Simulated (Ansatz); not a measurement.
# An extra electron or hole in a frame of liquid hydrogen fluoride from 273 K (116 atoms), part 3 of 4

Does an extra electron or hole in a frame of liquid hydrogen fluoride from 273 K (116 atoms) stay spread out, or do the atoms trap it?

Ansatz 0.2.0; Kohn-Sham DFT, PBEsol, PAW (set soft_2), plane waves.

The cell: 58 F and 58 H. The starting topology of bonds comes from the classical model. Sampling is at Γ alone, for a cell whose shortest periodic width is 12 Å. The liquid is relaxed first.

So far. Step 6 (An extra electron, atoms relaxed): The relaxation converged after 2 steps, 0.00493 eV below its start, with a largest force component of 0.035 eV/Å. Step 6 (An extra electron, atoms relaxed): An extra electron, atoms relaxed: the energy stands 1.36 eV above that of the reference. An odd electron should give 1 μB; this run ended with the carrier shared between both spins.

## (7) An extra electron, levels at the relaxed geometry

A single point at the new geometry gives levels and spin density.

File input.yaml:

```yaml
crystal:
  lattice:
    - [12.43539, 0.0, 0.0]
    - [0.0, 12.43539, 0.0]
    - [0.0, 0.0, 12.43539]
  atoms:
    - { symbol: F, position: [0.75758, 0.77947, 0.03888] }
    - { symbol: H, position: [0.74212, 0.71037, 0.99613] }
    - { symbol: F, position: [0.49836, 0.21053, 0.85915] }
    - { symbol: H, position: [0.55017, 0.14772, 0.87077] }
    - { symbol: F, position: [0.02353, 0.12023, 0.28093] }
    - { symbol: H, position: [0.95809, 0.14491, 0.32445] }
    [... 104 atom lines left out ...]
    - { symbol: F, position: [0.25743, 0.57723, 0.65474] }
    - { symbol: H, position: [0.29692, 0.57335, 0.58368] }
    - { symbol: F, position: [0.43593, 0.16598, 0.60626] }
    - { symbol: H, position: [0.36309, 0.18854, 0.63769] }
    - { symbol: F, position: [0.23248, 0.2386, 0.86052] }
    - { symbol: H, position: [0.17983, 0.19013, 0.89965] }
total_charge: -1
kpoints:
  mp_grid: { grid: [1, 1, 1] }
hamiltonian:
  xc: pbesol
scf:
  occupations: { method: fermi_dirac, width: 0.01 }
  lower_state_search: "off"
output:
  forces: true
  stress: true
  populations: true
  dos:
    method: { smearing: { sigma: 0.08 } }
    de: 0.1
    projected: { site_lists: { F: [F], H: [H] } }
  eigenvalues: true
  write_density: true
  write_potential: true
  volumetric_format: npy
magnetization:
  spin_polarized: true
  initial_magnetization: 1
```

Run with:

```bash
$ ansatz run input.yaml --threads 4 --pin off --max-ram 8192MiB --backend cpu --events-out ev --progress --plain --runs-dir out
```

What it wrote:

```text
[...]
Crystal: 116 atoms, lattice volume = 1922.995 Å³
Basis set: ecut = 420 eV, 37529 PW (Γ), exchange–correlation on 180×180×180 points (8 copies of the dense FFT grid, shifted against one another)
Bands: 349, of which v1, the nominal top of the filled ones, is band 233 counted from 1 (232 counted from 0)
Symmetry: 1 space group operations
[...]
k-points: 1
[...]
Starting moments: Σ|m| = 1 μB on 116 of 116 sites
[...]
SCF iter   1: F=—  HF=-47369.101392 eV  |F-HF|=—  |Δ(HF+E_count)|=         —  Δρ=3.04e-2 (↑2.97e-2 ↓3.04e-2)  dr2=4.02e1  dr2_m=5.87e-3  M=1.000 μB ∫|m|=1.007 μB  β_m=1.00  ethr=3.10e-3  ⟨swp⟩=6.0  Hψ=2708  notcnv=0  defer=198
[...]
SCF iter   2: F=—  HF=-47359.753418 eV  |F-HF|=—  |Δ(HF+E_count)|=         —  Δρ=1.46e-2 (↑1.46e-2 ↓1.46e-2)  dr2=7.78e0  dr2_m=1.83e-3  M=0.137 μB ∫|m|=0.180 μB  β_m=0.30  ethr=3.10e-3  ⟨swp⟩=2.0  Hψ=1116  notcnv=0  defer=220
[...]
SCF iter   7: F=—  HF=-47358.861719 eV  |F-HF|=—  |Δ(HF+E_count)|=   2.77e-4  Δρ=6.07e-5 (↑5.52e-5 ↓6.07e-5)  dr2=4.52e-5  dr2_m=2.30e-5  M=-0.011 μB ∫|m|=0.015 μB  β_m=0.30  ethr=3.17e-7  ⟨swp⟩=2.0  Hψ=840  notcnv=0  defer=220
[...]
SCF iter   9: F=—  HF=-47358.865764 eV  |F-HF|=—  |Δ(HF+E_count)|=   2.48e-4  Δρ=7.89e-6 (↑7.89e-6 ↓7.08e-6)  dr2=9.48e-7  dr2_m=5.45e-7  M=-0.003 μB ∫|m|=0.003 μB  β_m=0.55  ethr=4.00e-9  ⟨swp⟩=3.0  Hψ=951  notcnv=0  defer=220
[...]
SCF iter  13: F=-47358.865770 eV  HF=-47358.865770 eV  |F-HF|=1.43e-9  |Δ(HF+E_count)|=   1.49e-8  Δρ=3.09e-7 (↑1.76e-7 ↓3.09e-7)  dr2=1.65e-9  dr2_m=4.72e-10  M=0.000 μB ∫|m|=0.000 μB  β_m=0.60  ethr=1.17e-12  ⟨swp⟩=6.0  Hψ=3980  notcnv=0
SCF iter  14: F=-47358.865770 eV  HF=-47358.865770 eV  |F-HF|=5.75e-10  |Δ(HF+E_count)|=   3.17e-9  Δρ=1.14e-7 (↑8.40e-8 ↓1.14e-7)  dr2=5.90e-11  dr2_m=1.54e-10  M=0.000 μB ∫|m|=0.000 μB  ethr=1.00e-12  ⟨swp⟩=6.0  Hψ=3754  notcnv=0
[...]
SCF 1 converged in 14 iterations: F = -47358.865770 eV  dr2 = 5.90e-11
[...]
SCF converged after 14 iterations
Magnetization: 0.0001 μB (232.5000 up, 232.5000 down)
Absolute magnetization: 0.0001 μB (∫|ρ↑−ρ↓|, with the PAW one-centre terms)
[...]
Per-site moments (μB) at R_I (Å): [(3.804221e-8, 0.424283), (3.497735e-8, 0.424283), (3.220190e-9, 0.421889), (5.337617e-8, 0.421889), (1.279159e-9, 0.422546), [...]
Free energy (F): -47358.865770 eV
[...]
Internal energy: -47358.851907 eV  (E = F + TS)
E sigma→0 (E₀):  -47358.858839 eV
Entropy (-TS):   -0.013863 eV (-0.120 meV/atom)
Fermi energy:    1.338358 eV
[...]
Σ components = -47358.865770   (vs F -47358.865770, Δ=0.00e0)
--- Forces (eV/Å), atoms counted from 1 ---
  atom   1  F     -0.01074908    -0.00958097     0.00979197
  atom   2  H     -0.00080932     0.01762751     0.01084678
  atom   3  F     -0.01236039     0.00844141    -0.00841192
  atom   4  H      0.00285531    -0.00375721     0.00389117
[...]
atom 116  H     -0.00515143    -0.01393575     0.00848014
  max |Σ_I F_I| component: 6.13e-6 eV/Å
--- Stress (GPa, compression-positive) ---
       -0.031669       0.006336       0.050440
        0.006336       0.003790      -0.006020
        0.050440      -0.006020      -0.202684
  P = ⅓ Tr σ = -0.0769 GPa (-0.769 kbar)
--- Band table (eV) ---
[...]
--- Löwdin populations: 116 sites ---
  site symbol       q [e]    m [muB]
     0      F      7.4160     0.0000
     1      H      0.5416     0.0000
     2      F      7.4152     0.0000
[...]
115      H      0.5402     0.0000
  spilling = 0.006723 (of n_electrons = 465.000000)
```

Elapsed: 95 s, on 4 threads of Arm Neoverse V1, shared host; peak memory 3.6 GiB.

An extra electron, levels at the relaxed geometry: the energy stands 1.36 eV above that of the reference. An odd electron should give 1 μB; this run ended with the carrier shared between both spins.

The levels nearest the highest filled one (over half full), pooled over k-points and spins:

```csv
level less the highest filled one (eV),occupation
-7.90,1
-7.90,1
0,0.5
0,0.5
1.12,0
1.12,0
1.13,0
1.13,0
```

## (8) Neutral at the geometry of the electron

The neutral cell at the new geometry gives the energy of that geometry without the charge.

File input.yaml:

```yaml
crystal:
  lattice:
    - [12.43539, 0.0, 0.0]
    - [0.0, 12.43539, 0.0]
    - [0.0, 0.0, 12.43539]
  atoms:
    [... the 116 atom lines of step 7 ...]
kpoints:
  mp_grid: { grid: [1, 1, 1] }
hamiltonian:
  xc: pbesol
scf:
  occupations: { method: fermi_dirac, width: 0.05 }
output:
  forces: true
  stress: true
  populations: true
  dos:
    method: { smearing: { sigma: 0.08 } }
    de: 0.1
    projected: { site_lists: { F: [F], H: [H] } }
  eigenvalues: true
```

What it wrote:

```text
[...]
Crystal: 116 atoms, lattice volume = 1922.995 Å³
Basis set: ecut = 420 eV, 37529 PW (Γ), exchange–correlation on 180×180×180 points (8 copies of the dense FFT grid, shifted against one another)
Bands: 348, of which v1, the nominal top of the filled ones, is band 232 counted from 1 (231 counted from 0)
Symmetry: 1 space group operations
[...]
k-points: 1
[...]
SCF iter   1: F=—  HF=-47360.186087 eV  |F-HF|=—  |Δ(HF+E_count)|=         —  Δρ=5.90e-3  dr2=3.10e-1  ethr=1.77e-3  ⟨swp⟩=5.0  Hψ=1313  notcnv=0  defer=97
[...]
SCF iter   7: F=-47360.222510 eV  HF=-47360.222510 eV  |F-HF|=8.27e-8  |Δ(HF+E_count)|=   7.82e-7  Δρ=3.08e-6  dr2=8.09e-8  ethr=2.16e-11  ⟨swp⟩=23.0  Hψ=2793  notcnv=0
SCF 1 converged in 7 iterations: F = -47360.222510 eV  dr2 = 8.09e-8
[...]
SCF converged after 7 iterations
Free energy (F): -47360.222510 eV
[...]
Internal energy: -47360.222510 eV  (E = F + TS)
E sigma→0 (E₀):  -47360.222510 eV
Fermi energy:    -2.555049 eV
[...]
--- Forces (eV/Å), atoms counted from 1 ---
  atom   1  F      0.00463783    -0.01504571    -0.01561154
  atom   2  H      0.00436905     0.01135309     0.00408497
  atom   3  F      0.03394921    -0.02944798     0.00944164
  atom   4  H     -0.01861153     0.02546618    -0.00817895
  atom   5  F     -0.02346386     0.01510246    -0.00291528
  atom   6  H      0.01197201     0.00082312    -0.00490819
  atom   7  F     -0.01328960     0.01309659    -0.03727759
  atom   8  H      0.00581960    -0.01480429     0.01917273
  atom   9  F     -0.01726270    -0.02521286     0.01223957
  atom  10  H      0.01644865     0.00993101    -0.00730768
  atom  11  F     -0.01808126    -0.00567127     0.03623371
  atom  12  H      0.01599722     0.00559140    -0.01307864
  atom  13  F      0.00053240     0.02061802     0.03471043
  atom  14  H     -0.00758705    -0.02069667    -0.01675348
[...]
atom 115  F     -0.01914738    -0.02804651     0.01357334
  atom 116  H      0.01322182     0.01227750    -0.01773175
  max |Σ_I F_I| component: 1.25e-4 eV/Å
--- Stress (GPa, compression-positive) ---
       -0.156039      -0.003439       0.078552
       -0.003439      -0.095477      -0.027604
        0.078552      -0.027604      -0.375501
  P = ⅓ Tr σ = -0.2090 GPa (-2.090 kbar)
--- Band table (eV) ---
[...]
--- Löwdin populations: 116 sites ---
  site symbol       q [e]
     0      F      7.4139
     1      H      0.5313
     2      F      7.4127
[...]
115      H      0.5299
  spilling = 0.006251 (of n_electrons = 464.000000)
```

The job ended after 25 s (4 threads; peak memory 2.2 GiB).

Neutral at the geometry of the electron: the energy stands 0.00132 eV above that of the reference.

## (9) An extra hole, atoms held

The electron count changes by one with the atoms held: a vertical process, on a uniform background, with spin and a narrow Fermi–Dirac smearing. Its energy against the neutral cell hangs on the program's zero of potential.

input.yaml, as its differences from that of step 8:

```diff
@@ -6,3 +6,4 @@
   atoms:
-    [... the 116 atom lines of step 7 ...]
+    [... the 116 atom lines of step 4 ...]
+total_charge: 1
 kpoints:
@@ -12,3 +13,4 @@
 scf:
-  occupations: { method: fermi_dirac, width: 0.05 }
+  occupations: { method: fermi_dirac, width: 0.01 }
+  lower_state_search: "off"
 output:
@@ -22 +24,7 @@
   eigenvalues: true
+  write_density: true
+  write_potential: true
+  volumetric_format: npy
+magnetization:
+  spin_polarized: true
+  initial_magnetization: 1
```

What it wrote:

```text
[...]
Crystal: 116 atoms, lattice volume = 1922.995 Å³
Basis set: ecut = 420 eV, 37529 PW (Γ), exchange–correlation on 180×180×180 points (8 copies of the dense FFT grid, shifted against one another)
Bands: 348, of which v1, the nominal top of the filled ones, is band 232 counted from 1 (231 counted from 0)
Symmetry: 1 space group operations
[...]
k-points: 1
[...]
Starting moments: Σ|m| = 1 μB on 116 of 116 sites
[...]
SCF iter   1: F=—  HF=-47368.836591 eV  |F-HF|=—  |Δ(HF+E_count)|=         —  Δρ=3.45e-2 (↑3.45e-2 ↓3.44e-2)  dr2=5.57e1  dr2_m=4.11e-1  M=1.000 μB ∫|m|=1.052 μB  β_m=1.00  ethr=3.10e-3  ⟨swp⟩=6.0  Hψ=2588  notcnv=0  defer=200
[...]
SCF iter   2: F=—  HF=-47355.343352 eV  |F-HF|=—  |Δ(HF+E_count)|=         —  Δρ=1.80e-2 (↑1.48e-2 ↓1.80e-2)  dr2=1.13e1  dr2_m=3.65e-1  M=0.146 μB ∫|m|=0.259 μB  β_m=0.30  ethr=3.10e-3  ⟨swp⟩=2.0  Hψ=1201  notcnv=0  defer=218
[...]
SCF iter  15: F=—  HF=-47353.624649 eV  |F-HF|=—  |Δ(HF+E_count)|=   5.21e-2  Δρ=5.72e-3 (↑4.03e-3 ↓5.72e-3)  dr2=2.21e0  dr2_m=7.13e-2  M=0.101 μB ∫|m|=0.208 μB  β_m=0.30  ethr=1.60e-4  ⟨swp⟩=1.5  Hψ=803  notcnv=0  defer=218
[...]
spin-set hold released at iteration 15 (site moments' squared step at or under half its running peak, from the soft ceiling on): the magnetisation degrees of freedom join the quasi-Newton model from the next iteration; the mixer history was flushed
SCF iter  16: F=—  HF=-47353.964381 eV  |F-HF|=—  |Δ(HF+E_count)|=   3.40e-1  Δρ=7.78e-3 (↑3.07e-3 ↓7.78e-3)  dr2=2.50e0  dr2_m=1.73e-1  M=0.979 μB ∫|m|=1.039 μB  β_m=0.24  ethr=1.60e-4  ⟨swp⟩=3.0  Hψ=1256  notcnv=0  defer=218
SCF iter  17: F=—  HF=-47353.760083 eV  |F-HF|=—  |Δ(HF+E_count)|=   2.04e-1  Δρ=7.49e-3 (↑2.38e-3 ↓7.49e-3)  dr2=2.27e0  dr2_m=1.62e-1  M=0.689 μB ∫|m|=0.773 μB  β_m=0.19  ethr=1.60e-4  ⟨swp⟩=2.5  Hψ=1050  notcnv=0  defer=218
[...]
SCF iter  56: F=—  HF=-47353.534583 eV  |F-HF|=—  |Δ(HF+E_count)|=   4.97e-8  Δρ=4.18e-6 (↑1.60e-6 ↓4.18e-6)  dr2=4.66e-7  dr2_m=1.02e-7  M=0.980 μB ∫|m|=1.039 μB  β_m=0.08  ethr=7.38e-11  ⟨swp⟩=1.0  Hψ=478  notcnv=0  defer=218
SCF iter  57: F=-47353.534583 eV  HF=-47353.534583 eV  |F-HF|=6.11e-8  |Δ(HF+E_count)|=   5.72e-9  Δρ=1.99e-6 (↑1.54e-6 ↓1.99e-6)  dr2=8.13e-8  dr2_m=3.30e-8  M=0.980 μB ∫|m|=1.039 μB  ethr=2.16e-11  ⟨swp⟩=24.0  Hψ=6703  notcnv=0
SCF 1 converged in 57 iterations: F = -47353.534583 eV  dr2 = 8.13e-8
[...]
SCF converged after 57 iterations
Magnetization: 0.9796 μB (231.9898 up, 231.0102 down)
Absolute magnetization: 1.0394 μB (∫|ρ↑−ρ↓|, with the PAW one-centre terms)
[...]
Per-site moments (μB) at R_I (Å): [(0.012260, 0.424190), (-0.00021537, 0.424190), (0.00492865, 0.421462), (-5.846023e-5, 0.421462), (0.010388, [...]
Free energy (F): -47353.534583 eV
[...]
Internal energy: -47353.506614 eV  (E = F + TS)
E sigma→0 (E₀):  -47353.520599 eV
Entropy (-TS):   -0.027969 eV (-0.241 meV/atom)
Fermi energy:    -6.760436 eV
[...]
Σ components = -47353.534583   (vs F -47353.534583, Δ=0.00e0)
--- Forces (eV/Å), atoms counted from 1 ---
  atom   1  F     -0.01921917    -0.02252093     0.00431998
  atom   2  H      0.00875954     0.01119887     0.00850566
  atom   3  F     -0.00998181     0.02439417    -0.00734140
  atom   4  H      0.01908142    -0.02505398    -0.00010124
[...]
atom 116  H     -0.03774199    -0.01382563     0.00552050
  max |Σ_I F_I| component: 7.61e-5 eV/Å
--- Stress (GPa, compression-positive) ---
       -0.036121       0.003407       0.055543
        0.003407      -0.000253      -0.013324
        0.055543      -0.013324      -0.224265
  P = ⅓ Tr σ = -0.0869 GPa (-0.869 kbar)
--- Band table (eV) ---
[...]
--- Löwdin populations: 116 sites ---
  site symbol       q [e]    m [muB]
     0      F      7.3926     0.0256
     1      H      0.5289    -0.0006
     2      F      7.4042     0.0103
[...]
115      H      0.5277    -0.0005
  spilling = 0.006206 (of n_electrons = 463.000000)
```

It took 2.2 min on 4 threads; peak memory 3.7 GiB; 8.6 min of CPU time.

An extra hole, atoms held: the energy stands 6.69 eV above that of the reference, with a moment of 0.98 μB.

The levels nearest the highest filled one (over half full), pooled over k-points and spins:

```csv
level less the highest filled one (eV),occupation
-0.0109,0.885
-0.0074,0.843
-0.0012,0.744
0,0.72
8.17,0
8.17,0
9.25,0
9.25,0
```

Spin density in the ac plane at fractional y = 0.227, with atoms of F and H within 0.2 Å of it.

Values in units of 1e-2 e/Å³, 13 rows by 16 columns, each cell a mean:
```
0.0 0.0 0.0 0.0 0.0 0.0 0.0 0.0 0.0 0.0 0.0 0.1 0.0 0.5 1.3 0.0
0.0 0.0 0.0 1.2 1.5 0.0 0.0 0.4 0.7 0.0 0.0 0.0 0.0 0.4 0.2 0.0
0.0 0.0 0.0 0.2 0.0 0.0 0.0 0.1 0.2 0.0 0.0 0.0 0.0 0.0 0.0 0.0
0.0 0.0 0.0 0.0 0.5 0.0 0.0 0.0 0.0 0.0 0.0 0.0 0.0 0.0 0.0 0.0
0.0 0.0 0.0 0.1 1.0 0.0 0.0 0.2 0.0 0.0 0.0 0.0 0.0 0.0 0.0 0.0
0.0 0.0 0.0 0.0 0.0 0.0 0.0 0.1 0.0 0.0 0.0 0.0 0.0 0.1 0.1 0.0
0.0 0.0 0.0 0.0 0.0 0.0 0.0 0.1 0.2 0.1 0.0 0.0 0.0 0.0 0.0 0.0
0.0 0.0 0.0 0.0 0.1 0.0 0.0 0.1 0.1 0.0 0.0 0.0 0.0 0.2 0.5 0.0
0.0 0.0 0.0 0.0 0.0 0.0 0.0 0.0 0.0 0.1 0.0 0.0 0.0 0.1 0.4 0.0
0.0 0.0 0.0 0.0 0.0 0.0 0.0 0.0 0.1 0.0 0.0 0.1 0.0 0.0 0.0 0.0
0.1 0.1 0.0 0.0 0.0 0.0 0.0 0.0 0.0 0.0 0.0 0.4 0.1 0.0 0.0 0.0
1.2 0.5 0.0 0.0 0.0 0.0 0.0 0.0 0.0 0.0 0.0 0.0 0.0 0.0 0.0 0.1
0.0 0.0 0.0 0.0 0.0 0.0 0.0 0.0 0.0 0.0 0.1 1.2 0.1 0.0 0.0 0.0
```
Columns run along a (12.4 Å), rows up along c (12.4 Å). Atoms in or near the plane, at fractional coordinates: F at (0.50, 0.86), H at (0.23, 0.33), F at (0.27, 0.67), H at (0.25, 0.76), H at (0.55, 0.38), F at (0.87, 0.92), H at (0.80, 0.97), H at (0.48, 0.52), H at (0.42, 0.10), H at (0.65, 0.25), F at (0.23, 0.86).

## (10) An extra hole, atoms relaxed

The atoms now respond to the charge; the energy gained comes from screening by the atoms, from trapping if the charge localises, and from any strain left in the reference.

input.yaml, the sections that differ from step 9:

```yaml
output:
  forces: true
relax:
  f_tol: 0.05
  max_steps: 90
# crystal, total_charge, kpoints, hamiltonian, scf, magnetization: as in step 9
```

What it wrote:

```text
[...]
Crystal: 116 atoms, lattice volume = 1922.995 Å³
Basis set: ecut = 420 eV, 37529 PW (Γ), exchange–correlation on 180×180×180 points (8 copies of the dense FFT grid, shifted against one another)
Bands: 348, of which v1, the nominal top of the filled ones, is band 232 counted from 1 (231 counted from 0)
Symmetry: 1 space group operations
[...]
k-points: 1
[...]
Starting moments: Σ|m| = 1 μB on 116 of 116 sites
[...]
SCF iter   1: F=—  HF=-47368.836593 eV  |F-HF|=—  |Δ(HF+E_count)|=         —  Δρ=3.45e-2 (↑3.45e-2 ↓3.44e-2)  dr2=5.57e1  dr2_m=4.11e-1  M=1.000 μB ∫|m|=1.052 μB  β_m=1.00  ethr=3.10e-3  ⟨swp⟩=6.0  Hψ=2588  notcnv=0  defer=200
[...]
SCF iter   2: F=—  HF=-47355.343349 eV  |F-HF|=—  |Δ(HF+E_count)|=         —  Δρ=1.80e-2 (↑1.48e-2 ↓1.80e-2)  dr2=1.13e1  dr2_m=3.65e-1  M=0.146 μB ∫|m|=0.259 μB  β_m=0.30  ethr=3.10e-3  ⟨swp⟩=2.0  Hψ=1201  notcnv=0  defer=218
[...]
SCF iter  15: F=—  HF=-47353.613571 eV  |F-HF|=—  |Δ(HF+E_count)|=   5.36e-2  Δρ=5.52e-3 (↑3.75e-3 ↓5.52e-3)  dr2=1.98e0  dr2_m=7.15e-2  M=0.114 μB ∫|m|=0.222 μB  β_m=0.30  ethr=1.37e-4  ⟨swp⟩=1.5  Hψ=803  notcnv=0  defer=218
[...]
SCF iter  17: F=—  HF=-47353.751404 eV  |F-HF|=—  |Δ(HF+E_count)|=   1.84e-1  Δρ=7.61e-3 (↑2.28e-3 ↓7.61e-3)  dr2=2.31e0  dr2_m=1.71e-1  M=0.701 μB ∫|m|=0.788 μB  β_m=0.18  ethr=1.37e-4  ⟨swp⟩=2.0  Hψ=1070  notcnv=0  defer=218
[...]
SCF iter  48: F=—  HF=-47353.534588 eV  |F-HF|=—  |Δ(HF+E_count)|=   4.53e-6  Δρ=1.87e-4 (↑5.50e-5 ↓1.87e-4)  dr2=9.18e-4  dr2_m=2.00e-4  M=0.977 μB ∫|m|=1.034 μB  β_m=0.07  ethr=1.39e-7  ⟨swp⟩=1.0  Hψ=478  notcnv=0  defer=218
SCF iter  49: F=-47353.534546 eV  HF=-47353.534578 eV  |F-HF|=3.20e-5  |Δ(HF+E_count)|=   9.04e-6  Δρ=5.36e-5 (↑3.69e-5 ↓5.36e-5)  dr2=4.56e-5  dr2_m=2.87e-5  M=0.978 μB ∫|m|=1.036 μB  ethr=1.35e-8  ⟨swp⟩=2.5  Hψ=1643  notcnv=0
SCF 1 converged in 49 iterations: F = -47353.534546 eV  dr2 = 4.56e-5
[...]
relax step   1: F+E_penalty+E_count = -47353.53454647 eV  Δ(F+E_penalty+E_count) = +0.000e0 eV  max|allowed force component| = 7.520e-2 eV/Å  Δτ_max = 0.0000 Å  (49 SCF iters, dr2 threshold 6.25e-5 eV, accepted)
[...]
relax step   2: F+E_penalty+E_count = -47353.53897200 eV  Δ(F+E_penalty+E_count) = -4.426e-3 eV  max|allowed force component| = 6.244e-2 eV/Å  Δτ_max = 0.0228 Å  (24 SCF iters, accepted)
[...]
relax step   3: F+E_penalty+E_count = -47353.54898781 eV  Δ(F+E_penalty+E_count) = -1.002e-2 eV  max|allowed force component| = 5.996e-2 eV/Å  Δτ_max = 0.0795 Å  (40 SCF iters, accepted)
[...]
relax step   4: F+E_penalty+E_count = -47353.55094773 eV  Δ(F+E_penalty+E_count) = -1.960e-3 eV  max|allowed force component| = 1.483e-1 eV/Å  Δτ_max = 0.0476 Å  (29 SCF iters, accepted)
[...]
relax step   5: F+E_penalty+E_count = -47353.55532207 eV  Δ(F+E_penalty+E_count) = -4.374e-3 eV  max|allowed force component| = 3.032e-2 eV/Å  Δτ_max = 0.0226 Å  (17 SCF iters, dr2 threshold 2.03e-5 eV, accepted)
[...]
relax step   6: F+E_penalty+E_count = -47353.55532610 eV  Δ(F+E_penalty+E_count) = -4.035e-6 eV  max|allowed force component| = 2.997e-2 eV/Å  Δτ_max = 0.0000 Å  (10 SCF iters, accepted)
SCF converged after 10 iterations
Magnetization: 0.9885 μB (231.9942 up, 231.0058 down)
Absolute magnetization: 1.0519 μB (∫|ρ↑−ρ↓|, with the PAW one-centre terms)
[...]
Per-site moments (μB) at R_I (Å): [(0.013368, 0.422630), (-0.000263056, 0.422630), (0.00410703, 0.423831), (-4.220857e-5, 0.423831), (0.011801, 0.425370), [...]
Free energy (F): -47353.555326 eV
[...]
Internal energy: -47353.530143 eV  (E = F + TS)
E sigma→0 (E₀):  -47353.542735 eV
Entropy (-TS):   -0.025183 eV (-0.217 meV/atom)
Fermi energy:    -6.734825 eV
[...]
Σ components = -47353.555326   (vs F -47353.555326, Δ=0.00e0)
--- Forces (eV/Å), atoms counted from 1 ---
  atom   1  F      0.00275917    -0.00742796    -0.00517069
  atom   2  H      0.00282221     0.00468052     0.00502182
  atom   3  F      0.01001978    -0.00076560     0.00113462
  atom   4  H      0.00159362     0.00171944     0.00206727
[...]
atom 116  H      0.00110853    -0.00674474     0.00964277
  max |Σ_I F_I| component: 4.37e-5 eV/Å
--- Relaxed structure (6 steps of the walk, 6 accepted, 0 SCFs on fresh bases) ---
  F+E_penalty+E_count = -47353.55532610 eV   max|allowed force component| = 2.997e-2 eV/Å
  atoms:
    - { symbol: F, position: [0.757550, 0.779468, 0.045130] }
    - { symbol: H, position: [0.740130, 0.711763, 1.001533] }
    - { symbol: F, position: [0.498676, 0.212245, 0.857227] }
    - { symbol: H, position: [0.551423, 0.149751, 0.869019] }
[...]
- { symbol: H, position: [0.180793, 0.190186, 0.900124] }
```

It took 5.4 min on 4 threads; peak memory 3.6 GiB; 21 min of CPU time.

The relaxation converged after 6 steps, 0.0208 eV below its start, with a largest force component of 0.030 eV/Å.

An extra hole, atoms relaxed: the energy stands 6.67 eV above that of the reference, with a moment of 0.99 μB.

[end of part 3 of 4]

[Long decimals in the printed logs are rounded to 6 places.]

[Logs are printed without paths, hosts, clocks, repeated set-up lines and the standing remarks that a program may print on its own settings, such as how far it seeks lower states.]

[Hosts, paths, dates, database ids (printed as entryN), source tags and the programs' standing remarks are cut or masked in the printed files.]
